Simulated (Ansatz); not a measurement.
# InGe2 (built on the sites of a database entry of ScSi2): a soft mode frozen in, part 3 of 3

Wanted: the energy along a soft mode of InGe2 (built on the sites of a database entry of ScSi2) and the structure at the end.

Ansatz 0.2.0; DFT PBE, scalar-relativistic, plane waves, norm-conserving pseudopotentials.

So far. Step 4 (The mode frozen in, largest atomic shift 0.45 Å): The run ends at a pressure of -1.27 GPa, with forces up to 0.17 eV/Å. Step 5 (Energy along the mode, all amplitudes (two of the runs …): The lowest of the steps tried is at 0.45 Å, 60.0 meV/atom below the parent; the bottom of the well need not coincide with a step.

The structure was built from a prototype and need not be the compound's stable phase.

## Step 7: The new phase in its own primitive cell

The relaxed structure is symmetrised, reduced to its primitive cell and relaxed tightly, as its phonons need.

File input.yaml:

```yaml
crystal:
  lattice:
    - [3.9855239256, 0.0, 0.0]
    - [-1.9927619628, 3.451564967, 0.0]
    - [0.0, 0.0, 10.5562134132]
  atoms:
    - { symbol: In, position: [0.0, 0.0, 0.75] }
    - { symbol: In, position: [0.0, 0.0, 0.25] }
    - { symbol: Ge, position: [0.3333333333, 0.6666666667, 0.0512964844] }
    - { symbol: Ge, position: [0.3333333333, 0.6666666667, 0.4487035156] }
    - { symbol: Ge, position: [0.6666666667, 0.3333333333, 0.9487035156] }
    - { symbol: Ge, position: [0.6666666667, 0.3333333333, 0.5512964844] }
kpoints:
  mp_grid: { grid: [12, 12, 4] }
hamiltonian:
  xc: pbe
  pseudopotentials: { kind: nc }
scf:
  occupations: { method: methfessel_paxton, width: 0.2 }
output:
  forces: true
  stress: true
  eigenvalues: true
relax:
  adjacent_minimum: "off"
  f_tol: 0.001
  max_steps: 60
  cell: { stress_tol: 0.01 }
```

Launch:

```bash
$ ansatz run input.yaml --threads 8 --pin off --max-ram 14336MiB --backend cpu --events-out ev --progress --plain --runs-dir out
```

Numbers of over 12 decimals in the logs are rounded to 6 here.

The program printed:

```text
[...]
Crystal: 6 atoms, lattice volume = 145.214 Å³
Basis set: ecut = 1061.244064 eV, 11397 PW (Γ), exchange–correlation on 90×90×240 points (8 copies of the dense FFT grid, shifted against one another)
Bands: 50, of which v1, the nominal top of the filled ones, is band 41 counted from 1 (40 counted from 0)
Symmetry: 24 space group operations
[...]
k-points: 57 of 576
[...]
cell:  # Å, volume = 145.2140 Å³
    - [3.994292, 0, 0.0]
    - [-1.997146, 3.459158, 0.0]
    - [0.0, 0.0, 10.509893]
  atoms:
    - { symbol: In, position: [0, 0, 0.75] }
    - { symbol: In, position: [0, 0, 0.250000] }
    - { symbol: Ge, position: [0.333333, 0.666667, 0.051558] }
    - { symbol: Ge, position: [0.333333, 0.666667, 0.448442] }
    - { symbol: Ge, position: [0.666667, 0.333333, 0.948442] }
    - { symbol: Ge, position: [0.666667, 0.333333, 0.551558] }
[key lines of the parts left out:]
SCF converged after 5 iterations
Free energy (F): -13336.614635 eV
Fermi energy:    9.453395 eV
P = ⅓ Tr σ = 0.0003 GPa (0.003 kbar)
```

The job ended after 61 s (8 threads of Arm Neoverse V2, shared host; peak memory 1.9 GiB).

Step by step:

```
step  energy less that of the first step (eV)  largest force component (eV/Å)  pressure (GPa)  volume (Å³)
   1                                   0.0000                          0.0126            0.06       145.21
   2                                  -0.0002                          0.0074            0.01       145.33
   3                                  -0.0003                          0.0027            0.01       145.21
   4                                  -0.0003                          0.0008           -0.01       145.23
  5*                                  -0.0004                          0.0008           -0.01       145.23
   6                                  -0.0004                          0.0000            0.00       145.21
  7*                                  -0.0004                          0.0000            0.00       145.21
```

Relaxation steps marked * repeat the geometry before them on a plane-wave basis chosen anew for their cell, so energy and pressure can jump there.

Forces are held to the 24 operations that the run works with; a distortion that breaks them can't arise in this run.

```
conventional cell, symmetrised  before   after  change
                         a (Å)   3.986   3.994  +0.2 %
                         b (Å)   3.986   3.994  +0.2 %
                         c (Å)  10.556  10.510  -0.4 %
              volume (Å³/atom)   24.20   24.20  -0.0 %
```

Final coordinates:

```xyz
6
Lattice="3.9943 0.0000 0.0000 -1.9971 3.4592 0.0000 0.0000 0.0000 10.5099" Properties=species:S:1:pos:R:3 pbc="T T T"
In    0.0000    0.0000    7.8824
In    0.0000    0.0000    2.6275
Ge    0.0000    2.3061    0.5419
Ge    0.0000    2.3061    4.7131
Ge    1.9971    1.1531    9.9680
Ge    1.9971    1.1531    5.7968
```

This step gave:

```yaml
pressure: 2.56e-4 GPa
```

The largest force component left is 0.034 meV/Å and the pressure is 0.000 GPa, within the tolerances set. The cell now holds 24.20 Å³/atom.

## Step 8: Modes of the new phase, k-mesh 12×12×4

A relaxed structure may still be a saddle point, so its zone-centre modes are computed. No field response is asked, since the mesh shows no gap.

input.yaml, the sections that differ from step 7:

```yaml
crystal:
  lattice:
    - [3.9942916428, 0.0, 0.0]
    - [-1.9971458214, 3.4591580328, 0.0]
    - [0.0, 0.0, 10.5098927723]
  atoms:
    - { symbol: In, position: [0.0, 0.0, 0.75] }
    - { symbol: In, position: [0.0, 0.0, 0.25] }
    - { symbol: Ge, position: [0.3333333333, 0.6666666667, 0.0515582676] }
    - { symbol: Ge, position: [0.3333333333, 0.6666666667, 0.4484417324] }
    - { symbol: Ge, position: [0.6666666667, 0.3333333333, 0.9484417324] }
    - { symbol: Ge, position: [0.6666666667, 0.3333333333, 0.5515582676] }
output:
  eigenvalues: true
phonons:
  method: dfpt
# kpoints, hamiltonian, scf: as in step 7
# relax: removed
```

The program printed:

```text
[...]
Crystal: 6 atoms, lattice volume = 145.214 Å³
Basis set: ecut = 1061.244064 eV, 11443 PW (Γ), exchange–correlation on 90×90×240 points (8 copies of the dense FFT grid, shifted against one another)
Bands: 50, of which v1, the nominal top of the filled ones, is band 41 counted from 1 (40 counted from 0)
Symmetry: 24 space group operations
k-points: 164 of 576 (irreducible under 2 space group operations, time reversal used)
[...]
SCF iter   1: F=—  HF=-13336.747781 eV  |F-HF|=—  |Δ(HF+E_count)|=         —  Δρ=2.21e-2  dr2=5.61e-1  ethr=3.10e-3  ⟨swp⟩=6.7  Hψ=29971  notcnv=0
[...]
SCF iter  13: F=-13336.614635 eV  HF=-13336.614635 eV  |F-HF|=3.64e-12  |Δ(HF+E_count)|=  1.82e-11  S|Δr|=    0.00e0  Δρ=3.89e-8  dr2=2.23e-12  ethr=1.00e-12  ⟨swp⟩=16.9  Hψ=56425  notcnv=0
SCF 1 converged in 13 iterations: F = -13336.614635 eV  dr2 = 2.23e-12
DFPT response loops at Γ: preconditioner auto → Kerker (q_TF=auto, 2.480 Å⁻¹) (partly filled bands, converged f_vac=0.001); β = 1.00, the filter's whole step (`scf.mixing.beta` (0.50) is not read by the response loops under this deck's `scf.mixing.preconditioner`; to damp them name `kerker` or `kerker_dos`, under which they read `scf.mixing.beta`, and type it under 1.00, their step now; both keys bind the ground state too); Broyden in place of MSR1
SCF converged after 13 iterations
[...]
Free energy (F): -13336.614635 eV
[...]
Internal energy: -13336.616926 eV  (E = F + TS)
E sigma→0 (E₀):  -13336.615208 eV
Entropy (-TS):   0.002291 eV (0.382 meV/atom)
Fermi energy:    9.453395 eV
[...]
--- Band table (eV; the first three rows and the last of 164) ---
  k-point 0: bands = [... 37 lower, 9.3902, 9.5099, 9.5099, 10.3715, 10.6732, 11.8471, 11.8471, 12.5875, ... 5 higher]
  k-point 1: bands = [... 37 lower, 9.4061, 9.4905, 9.4905, 10.4295, 10.6296, 11.9528, 11.9528, 12.6583, ... 5 higher]
  k-point 2: bands = [... 37 lower, 9.4466, 9.4466, 9.4466, 10.5308, 10.5308, 12.2481, 12.2481, 12.2481, ... 5 higher]
  k-point 163: bands = [... 37 lower, 5.9830, 8.2588, 8.2588, 8.4568, 8.4568, 10.5556, 10.5556, 12.7820, ... 5 higher]
--- Phonons (Γ-DFPT): 4 representative perturbations + reference, on 164 of 576 k-points (Σ response iterations 15) ---
  k mesh reduced under 2 symmetry operations, with k and −k counted as one. Each operation leaves every solved perturbation unchanged. A smaller set is not used because it would not reduce the number of displacements times k-points to solve
  ASR residual: 4.824e-4 → 0.000e0 eV/Å²; symmetrization residual: 2.034e-4 eV/Å²
  ASR residual per site (eV/Å²): 4.82e-4 4.82e-4 2.41e-4 2.41e-4 2.41e-4 2.41e-4
  Γ frequencies (cm⁻¹): 0.00 0.00 0.00 20.73 20.73 42.11 42.11 52.62 52.62 72.22 80.83 81.95 139.06 147.64 193.68 193.68 197.36 197.36
  non-analytic LO–TO correction: not included (Born effective charges unavailable; polar crystals: no LO–TO splitting at Γ)
```

The job ended after 4.5 min (8 threads; peak memory 9.4 GiB; 35 min of CPU time).

This step gave:

* sum-rule residual before enforcement: 4.82e-4 eV/Å²
* highest optical mode at the zone centre (no LO-TO term): 197.4 cm⁻¹
* lowest optical zone-centre mode: 20.73 cm⁻¹

Patterns of degenerate modes are one choice out of their space. The modes at Γ (shares of kinetic energy by element, %):

```csv
mode,frequency (cm⁻¹),symmetry,In %,Ge %
1,0.0,acoustic,44,56
2,0.0,acoustic,44,56
3,0.0,acoustic,44,56
4,20.7,E2u,0,100
5,20.7,E2u,0,100
6,42.1,E2g,100,0
7,42.1,E2g,100,0
8,52.6,E1u,56,44
9,52.6,E1u,56,44
10,72.2,B2u,0,100
11,80.8,B1g,100,0
12,82.0,A2u,56,44
13,139.1,A1g,0,100
14,147.6,B1g,0,100
15,193.7,E1g,0,100
16,193.7,E1g,0,100
17,197.4,E2g,0,100
18,197.4,E2g,0,100
```

Displacements in mode 4 (20.7 cm⁻¹), the largest set to 1:
```
In1  0.00  0.00  0.00
In2  0.00  0.00  0.00
Ge3 -0.92  1.00  0.00
Ge4  0.92 -1.00  0.00
Ge5 -0.92  1.00  0.00
Ge6  0.92 -1.00  0.00
```

Displacements in mode 13 (139.1 cm⁻¹), the largest set to 1:
```
In1  0.00  0.00  0.00
In2  0.00  0.00  0.00
Ge3  0.00  0.00 -1.00
Ge4  0.00  0.00  1.00
Ge5  0.00  0.00  1.00
Ge6  0.00  0.00 -1.00
```

Before it was imposed, the acoustic sum rule was missed by 4.8e-4 eV/Å². Small misses are needed for a sound result but don't prove that mesh and cutoff are converged. The lowest optical mode is real, 20.7 cm⁻¹.

## Step 9: Summary of results

```yaml
unstable_mode_of_the_parent: q = (0, 0, -0.5), 62i cm⁻¹
depth_at_the_lowest_point_sampled: 60.0 meV/atom
largest_atomic_shift_at_that_point: 0.45 Å
space_group_reached_within_0p01_a: P6_3/mmc
energy_gained_over_the_parent_first_relaxation_on_the_mesh_of_the_frozen_mode: 112 meV/atom
volume_per_atom_phase_reached: 24.2 Å³
lowest_optical_zone_centre_mode_phase_reached: 20.7 cm⁻¹
highest_optical_mode_at_the_zone_centre_no_lo_to_term_phase_reached: 197 cm⁻¹
```

What this shows: Along this mode the structure falls into P6_3/mmc, 112 meV/atom below the parent. At the parent's cell the well is 60.04 meV/atom deep on the steps tried, with its lowest point at a shift of 0.45 Å. Relaxing atoms and cell changes the gain by +51.55 meV/atom against the lowest step (energies at zero smearing). The new phase has no imaginary mode at the zone centre of its cell; other wavevectors were not checked. Of the 2 patterns followed to their end from this parent, this one ends 23.8 meV/atom above the lowest, P-3m1. Each path keeps the symmetry of its pattern, so a lower phase may lie along a pattern not tried. The q mesh is too sparse to interpolate, so only the solved wavevectors are given. With no gap, or one that is small against the smearing, the frequencies hang on the k mesh and the smearing, most of all near Kohn anomalies. The phonon runs are without spin polarisation, although the cell has an odd electron count. A phonon run warned that its eigensolver left some bands unconverged in a pass. The starting cell was built on a prototype and not taken from a measurement, so the phase need not exist.

[Logs are printed without paths, hosts, clocks, repeated set-up lines and the standing remarks that a program may print on its own settings, such as how far it seeks lower states.]

[Hosts, paths, dates, database ids (printed as entryN), source tags and the programs' standing remarks are cut or masked in the printed files.]
